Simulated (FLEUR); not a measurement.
**Collinear magnetic orders of free Fe(001) film, 1 layer with FLEUR**

A self-consistent run ends on one state, which hangs on the start. Several orders of free Fe(001) film, 1 layer are started in FLEUR and their energies compared.

Method: LDA (VWN); all-electron FLAPW film, Dirac cores, scalar-relativistic bands, in FLEUR MaX-R8.1.

**1. The structure**

The cell holds 1 atom: 1 Fe. Its edges and angles: a = 2.866 Å, b = 2.866 Å, c = 14.000 Å, α = 90.0°, β = 90.0°, γ = 90.0°. Layers at typed spacings, unrelaxed. Vacuum lies along c.

Coordinates:

```xyz
1
Lattice="2.8660 0.0000 0.0000 0.0000 2.8660 0.0000 0.0000 0.0000 14.0000" Properties=species:S:1:pos:R:3
Fe    0.0000    0.0000    7.0000
```

**2. Run 1 (ferro +)**

The parallel start comes first: it shows whether parallel moments hold.

inpgen writes inp.xml from crystal.txt; cutoffs, mixing, functional, smearing and local orbitals are then set in the file. The k list default-1 (kpts.xml, not shown) is a Γ-centred 14×14×1 mesh; where the ranks do not divide the number of points, some are split in two of half the weight.

Contents of inp.xml:

```
<?xml version="1.0" encoding="UTF-8" standalone="no"?>
<fleurInput fleurInputVersion="0.39">
   <comment>
      Fe
   </comment>
   <calculationSetup>
      <cutoffs Kmax="3.6" Gmax="10.8" GmaxXC="10.8" numbands="0"/>
      <scfLoop itmax="120" minDistance="0.00002" maxIterBroyd="15" imix="Anderson" alpha="0.03" precondParam="0.0" spinf="2.0" sdNocoIR="T"/>
      <coreElectrons ctail="T" frcor="F" kcrel="1" coretail_lmax="0"/>
      <xcFunctional name="vwn" relativisticCorrections="F"/>
      <magnetism jspins="2"/>
      <soc l_soc="F" theta="0.0" phi="0.0" spav="F"/>
      <expertModes spex="0" secvar="F"/>
      <geometryOptimization l_f="F" forcealpha="1.0" forcemix="BFGS" epsdisp="0.00001" epsforce="0.00001"/>
      <ldaU l_linMix="F" mixParam="0.05" spinf="1.0"/>
   </calculationSetup>
   <cell>
      <bzIntegration valenceElectrons="16.0" mode="hist" fermiSmearingEnergy="0.00183747">
         <kPointListSelection listName="default-1"/>
         <xi:include xmlns:xi="http://www.w3.org/2001/XInclude" href="kpts.xml"> </xi:include>
      </bzIntegration>
      <xi:include xmlns:xi="http://www.w3.org/2001/XInclude" href="sym.xml"> </xi:include>
      <filmLattice scale="1.0" dVac="5.94" dTilda="8.44">
         <bravaisMatrixFilm>
            <row-1>    5.4159550731035999     0.0000000000000000</row-1>
            <row-2>    0.0000000000000000     5.4159550731035999</row-2>
         </bravaisMatrixFilm>
         <vacuumEnergyParameters vacuum="1" spinUp="-.25" spinDown="-.25"/>
      </filmLattice>
   </cell>
   <atomSpecies>
      <species name="Iron (Fe) 2.800" element="Fe" atomicNumber="26">
         <mtSphere radius="2.57" gridPoints="849" logIncrement="0.014"/>
         <atomicCutoffs lmax="10" lnonsphr="8"/>
         <electronConfig flipSpins="F">
            <coreConfig>(1s1/2) (2s1/2) (2p1/2) (2p3/2)</coreConfig>
            <valenceConfig>(3s1/2) (3p1/2) (3p3/2) (4s1/2) (3d3/2) (3d5/2)</valenceConfig>
            <stateOccupation state="(3d3/2)" spinUp="1.4" spinDown="1.0"/>
            <stateOccupation state="(3d5/2)" spinUp="3.0" spinDown="0.6"/>
         </electronConfig>
         <energyParameters s="4" p="4" d="3" f="4"/>
         <lo type="SCLO" l="0" n="3" eDeriv="0"/>
         <lo type="SCLO" l="1" n="3" eDeriv="0"/>
      </species>
   </atomSpecies>
   <atomGroups>
      <atomGroup species="Iron (Fe) 2.800">
         <filmPos label="                   1">.0000000000 .0000000000 .0000000000</filmPos>
         <force calculate="T" relaxXYZ="TTT"/>
      </atomGroup>
   </atomGroups>
   <output dos="F" band="F" slice="F">
      <bandDOS minEnergy="-.5*Htr" maxEnergy="0.5*Htr" sigma="0.015" storeEVData="T"/>
      <plotting iplot="0" polar="F">
         <plot TwoD="T" vec1="  1.0  0.0  0.0" vec2="  0.0  1.0  0.0" vec3="  0.0  0.0  1.0" zero="  0.0  0.0 -0.5" file="plot"/>
      </plotting>
      <moessbauerParams electricFieldGradient="F" isomerShift="T" coreHyperfine="T" valenceHyperfine="T"/>
   </output>
</fleurInput>
```

Contents of crystal.txt:

```
Fe
&input film=T cartesian=F /
2.86600000000  0.00000000000  0.00000000000
0.00000000000  2.86600000000  0.00000000000
0.00000000000  0.00000000000  1.00000000000
1.8897261246
1.0 1.0 1.0

1
26 0.00000000000  0.00000000000  0.00000000000 : 2.800

&kpt div1=14 div2=14 div3=1 gamma=T /
```

The run is started by

```bash
OMP_NUM_THREADS=1 inpgen -f crystal.txt > inpgen.log  # inp.xml is then edited as shown
OMP_NUM_THREADS=1 mpirun -n 4 fleur_MPI > fleur.log
```

The program printed:

```text
Welcome to FLEUR        (www.flapw.de)
      MaX-Release 8.1          (www.max-centre.eu)

 ========== k-point set info ==========
 Selected k-point list: default-1
 k-point list type: mesh
 14 x 14 x 1
 Number of k points: 36

 ------------Calculation Setup---------------------------
 Number of MPI-tasks      :            4
 Number of PE/node        :            4
 Number of OMP-threads    :            1
 k-points in parallel     :            4
 pe's per k-point         :            1
 No of k-point loops      :            9
 Eigenvalue solver        :       lapack
 Number of basis functions:          210
 Approximate size of matrices (H+S) per k-point:         0.001 GB
 --------------------------------------------------------
 [... lines of the core solver left out ...]
 Iteration:     1   Distance:      15.56608392 me/bohr^3
 [... lines of the core solver left out ...]
 Iteration:     2   Distance:      13.45959386 me/bohr^3
 [... lines of the core solver left out ...]
 Iteration:     3   Distance:      10.13001560 me/bohr^3
 [... lines of the core solver left out ...]
 Iteration:     4   Distance:       9.10756969 me/bohr^3
 [... lines of the core solver left out ...]
 Iteration:     5   Distance:       3.85962232 me/bohr^3
 [... lines of the core solver left out ...]
 Iteration:     6   Distance:       3.56185691 me/bohr^3
 [... lines of the core solver left out ...]
 Iteration:     7   Distance:       1.25538917 me/bohr^3
 [... lines of the core solver left out ...]
 Iteration:     8   Distance:       1.13344172 me/bohr^3
 [... lines of the core solver left out ...]
 Iteration:     9   Distance:       1.09484819 me/bohr^3
 [... lines of the core solver left out ...]
 Iteration:    10   Distance:       0.38205823 me/bohr^3
 [... lines of the core solver left out ...]
 Iteration:    11   Distance:       0.45909010 me/bohr^3
 [... lines of the core solver left out ...]
 Iteration:    12   Distance:       0.17109224 me/bohr^3
 [... lines of the core solver left out ...]
 Iteration:    13   Distance:       0.06870442 me/bohr^3
 [... lines of the core solver left out ...]
[... rest left out ...]

--- out.xml (last complete iteration) ---
<iteration numberForCurrentRun="   24" overallNumber="   24">
         <energyParameters units="Htr">
            <atomicEP atomType="1" spin="1" branch="4s" branchLowest="-3.39" branchHighest="0.79" value="-0.2215263526"/>
            <atomicEP atomType="1" spin="1" branch="4p" branchLowest="-2.15" branchHighest="1.29" value="-0.0701675766"/>
            <atomicEP atomType="1" spin="1" branch="3d" branchLowest="-9.99" branchHighest="-0.18" value="-0.2496239318"/>
            <atomicEP atomType="1" spin="1" branch="4f" branchLowest="-9.99" branchHighest="2.42" value="0.2573779740"/>
            <loAtomicEP atomType="1" spin="1" branch="3s" branchLowest="-29.97" branchHighest="-3.39" value="-3.3934860965"/>
            <loAtomicEP atomType="1" spin="1" branch="3p" branchLowest="-25.55" branchHighest="-2.15" value="-2.1605493656"/>
            <vacuumEP vacuum="1" spin="1" vzIR="-0.2119677091" vzInf="-0.0000234857" value="-0.2500234857"/>
            <atomicEP atomType="1" spin="2" branch="4s" branchLowest="-3.27" branchHighest="0.87" value="-0.1934159127"/>
            <atomicEP atomType="1" spin="2" branch="4p" branchLowest="-2.03" branchHighest="1.36" value="-0.0486655719"/>
            <atomicEP atomType="1" spin="2" branch="3d" branchLowest="-9.99" branchHighest="-0.06" value="-0.1484843574"/>
            <atomicEP atomType="1" spin="2" branch="4f" branchLowest="-9.99" branchHighest="2.49" value="0.2734980179"/>
            <loAtomicEP atomType="1" spin="2" branch="3s" branchLowest="-29.91" branchHighest="-3.27" value="-3.2697628311"/>
            <loAtomicEP atomType="1" spin="2" branch="3p" branchLowest="-25.51" branchHighest="-2.03" value="-2.0401672643"/>
            <vacuumEP vacuum="1" spin="2" vzIR="-0.2063120150" vzInf="-0.0000234857" value="-0.2500234857"/>
         </energyParameters>
         <bandgap value="0.0003397714" units="eV"/>
         <sumValenceSingleParticleEnergies value="-21.1227844952" units="Htr"/>
         <FermiEnergy value="-0.1595960558" units="Htr"/>
         <valenceDensity>
            <mtCharges spin="1">
               <mtCharge atomType="1" total="9.0239320" s="1.2590168" p="3.0807181" d="4.6800430" f="0.0030621"/>
            </mtCharges>
            <mtCharges spin="2">
               <mtCharge atomType="1" total="5.8012870" s="1.2216591" p="3.0685554" d="1.5087917" f="0.0015984"/>
            </mtCharges>
            <spinDependentCharge spin="1" total="9.6382068" interstitial="0.5327554" mtSpheres="9.0239320" vacuum1="0.0407597"/>
            <spinDependentCharge spin="2" total="6.3617934" interstitial="0.4878190" mtSpheres="5.8012870" vacuum1="0.0363437"/>
            <totalCharge value="16.0000001382"/>
         </valenceDensity>
         <allElectronCharges>
            <spinDependentCharge spin="1" total="14.6382125" interstitial="0.5327554" mtSpheres="14.0239378" vacuum1="0.0407597"/>
            <spinDependentCharge spin="2" total="11.3617876" interstitial="0.4878190" mtSpheres="10.8012812" vacuum1="0.0363437"/>
            <totalCharge value="26.0000001386"/>
         </allElectronCharges>
         <magneticMomentsInMTSpheres units="muBohr">
            <globalMagMoment atomType="1" vec="0.00000   0.00000   3.22266"/>
            <localMagMoment atomType="1" vec="0.00000   0.00000   3.22266"/>
         </magneticMomentsInMTSpheres>
         <moessbauerParams unitsHFF="kG" unitsIS="e/bohr^3" unitsEFG="Htr/bohr^2">
            <coreHyperfineField atomType="1" hffTotal="-704.42883" isTotal="14875.01723">
               <shell n="1" l="0" hff="-24.36279" isomerShift="13593.33470"/>
               <shell n="2" l="0" hff="-682.26468" isomerShift="1274.69078"/>
               <shell n="2" l="1" hff="2.19864" isomerShift="6.99175"/>
            </coreHyperfineField>
            <isomerShift atomType="1" nucleusRadius="0.0000903" averageDensity="15066.70760"/>
         </moessbauerParams>
         <totalEnergy value="    -1270.4616942403" units="Htr">
            <sumOfEigenvalues value="     -747.1730186257">
               <coreElectrons value="-726.0502341305"/>
               <valenceElectrons value="-21.1227844952"/>
            </sumOfEigenvalues>
            <densityCoulombPotentialIntegral value="-1963.3154767940"/>
            <densityEffectivePotentialIntegral value="-2034.2016615337"/>
            <chargeDenXCDenIntegral value="-53.5503572455"/>
            <FockExchangeEnergyValence value="0.0000000000"/>
            <FockExchangeEnergyCore value="0.0000000000"/>
            <atomTypeDependentContributions atomType="1">
               <electronNucleiInteractionDifferentMTs value="1517.7960554664"/>
               <MadelungTerm value="-4.4861860394"/>
            </atomTypeDependentContributions>
            <tkbTimesEntropy value="0.0011036091"/>
            <freeEnergy value="-1270.4627978494"/>
            <extrapolationTo0K value="-1270.4622460448"/>
         </totalEnergy>
         <densityConvergence units="me/bohr^3">
            <chargeDensity spin="1" distance="0.0000033027"/>
            <chargeDensity spin="2" distance="0.0000070551"/>
            <overallChargeDensity distance="0.0000048563"/>
            <spinDensity distance="0.0000098885"/>
         </densityConvergence>
      </iteration>
```

It took 16 s on 4 MPI ranks of Arm Neoverse V1, shared host; peak memory 0.22 GiB; 64 s of CPU time.

Numbers from this step:

```yaml
free_energy: -34571.0539 eV
program_s_band_gap_on_this_mesh_in_a_metal_only_a_level_spacing: 3.40e-4 eV
magnetization: 3.276 μB
final_state: ferromagnetic
largest_moment: 3.223 μB
```

After 24 cycles the largest moment stands at 3.22 μB.

**3. Run 2 (antiferro q=(0,1/2,0) +-)**

Another pattern of signs weighs the neighbour shells otherwise.

This order needs a doubled cell of 2 atoms. The mesh is halved along the doubled vector, so that both cells sample the same points. The k list default-1 (kpts.xml, not shown) is a Γ-centred 14×7×1 mesh.

Edit inp.xml of step 2 so:

```diff
@@ -17,3 +17,3 @@
    <cell>
-      <bzIntegration valenceElectrons="16.0" mode="hist" fermiSmearingEnergy="0.00183747">
+      <bzIntegration valenceElectrons="32.0" mode="hist" fermiSmearingEnergy="0.00183747">
          <kPointListSelection listName="default-1"/>
@@ -25,3 +25,3 @@
             <row-1>    5.4159550731035999     0.0000000000000000</row-1>
-            <row-2>    0.0000000000000000     5.4159550731035999</row-2>
+            <row-2>    0.0000000000000000    10.8319101462071998</row-2>
          </bravaisMatrixFilm>
@@ -44,2 +44,15 @@
       </species>
+      <species name="Iron (Fe) -2.800" element="Fe" atomicNumber="26">
+         <mtSphere radius="2.57" gridPoints="849" logIncrement="0.014"/>
+         <atomicCutoffs lmax="10" lnonsphr="8"/>
+         <electronConfig flipSpins="F">
+            <coreConfig>(1s1/2) (2s1/2) (2p1/2) (2p3/2)</coreConfig>
+            <valenceConfig>(3s1/2) (3p1/2) (3p3/2) (4s1/2) (3d3/2) (3d5/2)</valenceConfig>
+            <stateOccupation state="(3d3/2)" spinUp="1.0" spinDown="1.4"/>
+            <stateOccupation state="(3d5/2)" spinUp="0.6" spinDown="3.0"/>
+         </electronConfig>
+         <energyParameters s="4" p="4" d="3" f="4"/>
+         <lo type="SCLO" l="0" n="3" eDeriv="0"/>
+         <lo type="SCLO" l="1" n="3" eDeriv="0"/>
+      </species>
    </atomSpecies>
@@ -48,2 +61,6 @@
          <filmPos label="                   1">.0000000000 .0000000000 .0000000000</filmPos>
+         <force calculate="T" relaxXYZ="TTT"/>
+      </atomGroup>
+      <atomGroup species="Iron (Fe) -2.800">
+         <filmPos label="                   2">.0000000000 1.000/2.000 .0000000000</filmPos>
          <force calculate="T" relaxXYZ="TTT"/>
```

Contents of crystal.txt:

```
Fe
&input film=T cartesian=F /
2.86600000000  0.00000000000  0.00000000000
0.00000000000  5.73200000000  0.00000000000
0.00000000000  0.00000000000  1.00000000000
1.8897261246
1.0 1.0 1.0

2
26 0.00000000000  0.00000000000  0.00000000000 : 2.800
26 0.00000000000  0.50000000000  0.00000000000 : -2.800

&kpt div1=14 div2=7 div3=1 gamma=T /
```

The program printed:

```text
[banner, memory and clock lines left out]
Welcome to FLEUR        (www.flapw.de)
      MaX-Release 8.1          (www.max-centre.eu)

 ========== k-point set info ==========
 Selected k-point list: default-1
 k-point list type: mesh
 14 x 7 x 1
 Number of k points: 32

 ------------Calculation Setup---------------------------
 Number of PE/node        :            4
 Number of OMP-threads    :            1
 k-points in parallel     :            4
 pe's per k-point         :            1
 No of k-point loops      :            8
 Eigenvalue solver        :       lapack
 Number of basis functions:          410
 Approximate size of matrices (H+S) per k-point:         0.003 GB
 [... lines of the core solver left out ...]
 Iteration:     1   Distance:      16.73085762 me/bohr^3
 [... lines of the core solver left out ...]
 Iteration:     2   Distance:      14.56673525 me/bohr^3
 [... lines of the core solver left out ...]
 Iteration:     3   Distance:       9.71865654 me/bohr^3
 [... lines of the core solver left out ...]
 Iteration:     4   Distance:       7.48700647 me/bohr^3
 [... lines of the core solver left out ...]
 Iteration:     5   Distance:       5.76066750 me/bohr^3
 [... lines of the core solver left out ...]
 Iteration:     6   Distance:       5.48188952 me/bohr^3
 [... lines of the core solver left out ...]
 Iteration:     7   Distance:       2.01370997 me/bohr^3
 [... lines of the core solver left out ...]
[... rest left out ...]

--- out.xml (last complete iteration) ---
<iteration numberForCurrentRun="   37" overallNumber="   37">
         [... left out ...]
         <bandgap value="0.0086220656" units="eV"/>
         <sumValenceSingleParticleEnergies value="-42.2992156456" units="Htr"/>
         <FermiEnergy value="-0.1573951313" units="Htr"/>
         <valenceDensity>
            <mtCharges spin="1">
               <mtCharge atomType="1" total="9.0184049" s="1.2713294" p="3.0970315" d="4.6465525" f="0.0026764"/>
               <mtCharge atomType="2" total="5.8061880" s="1.2182627" p="3.0618199" d="1.5228228" f="0.0023482"/>
            </mtCharges>
            <mtCharges spin="2">
               <mtCharge atomType="1" total="5.8061878" s="1.2182627" p="3.0618199" d="1.5228225" f="0.0023482"/>
               <mtCharge atomType="2" total="9.0184049" s="1.2713294" p="3.0970315" d="4.6465525" f="0.0026764"/>
            </mtCharges>
            <spinDependentCharge spin="1" total="16.0000003" interstitial="1.0196318" mtSpheres="14.8245929" vacuum1="0.0778877"/>
            <spinDependentCharge spin="2" total="16.0000000" interstitial="1.0196318" mtSpheres="14.8245927" vacuum1="0.0778877"/>
            <totalCharge value="32.0000002758"/>
         </valenceDensity>
         [... left out ...]
         <magneticMomentsInMTSpheres units="muBohr">
            <globalMagMoment atomType="1" vec="0.00000   0.00000   3.21223"/>
            <localMagMoment atomType="1" vec="0.00000   0.00000   3.21223"/>
            <globalMagMoment atomType="2" vec="0.00000   0.00000  -3.21223"/>
            <localMagMoment atomType="2" vec="0.00000   0.00000  -3.21223"/>
         </magneticMomentsInMTSpheres>
         [... left out ...]
         <totalEnergy value="    -2540.9098638183" units="Htr">
            <sumOfEigenvalues value="    -1494.4524338640">
               <coreElectrons value="-1452.1532182184"/>
               <valenceElectrons value="-42.2992156456"/>
            </sumOfEigenvalues>
            <densityCoulombPotentialIntegral value="-3926.7765072847"/>
            <densityEffectivePotentialIntegral value="-4068.5389241941"/>
            <chargeDenXCDenIntegral value="-107.0931966269"/>
            <FockExchangeEnergyValence value="0.0000000000"/>
            <FockExchangeEnergyCore value="0.0000000000"/>
         [... left out ...]
            <tkbTimesEntropy value="0.0031250093"/>
            <freeEnergy value="-2540.9129888276"/>
            <extrapolationTo0K value="-2540.9114263229"/>
         </totalEnergy>
         <densityConvergence units="me/bohr^3">
            <chargeDensity spin="1" distance="0.0000118965"/>
            <chargeDensity spin="2" distance="0.0000046040"/>
            <overallChargeDensity distance="0.0000131413"/>
            <spinDensity distance="0.0000123594"/>
         </densityConvergence>
      </iteration>
```

Wall time 67 s (4 MPI ranks); peak memory 0.37 GiB.

Read from the output:

| Quantity | Value |
| --- | --- |
| free energy | -69141.7648 eV |
| program's band gap on this mesh (in a metal only a level spacing) | 0.008622 eV |
| magnetization | 0 μB |
| final state | antiferromagnetic |
| largest moment | 3.212 μB |

It lies 172 meV a seeded atom over the first start, and its largest moment is 3.21 μB against 3.22 μB.

[end of part 1 of 2]

[Logs and program files are shortened in this print: banners, set-up blocks, solver, clock and traceback lines can be left out without a mark of their own.]

[Logs are printed without paths, hosts, clocks, repeated set-up lines and the standing remarks that a program may print on its own settings, such as how far it seeks lower states.]

[Hosts, paths, dates, database ids (printed as entryN), source tags and the programs' standing remarks are cut or masked in the printed files.]

[Where a cell is said to come from a database of computed structures, the database is the Materials Project.]
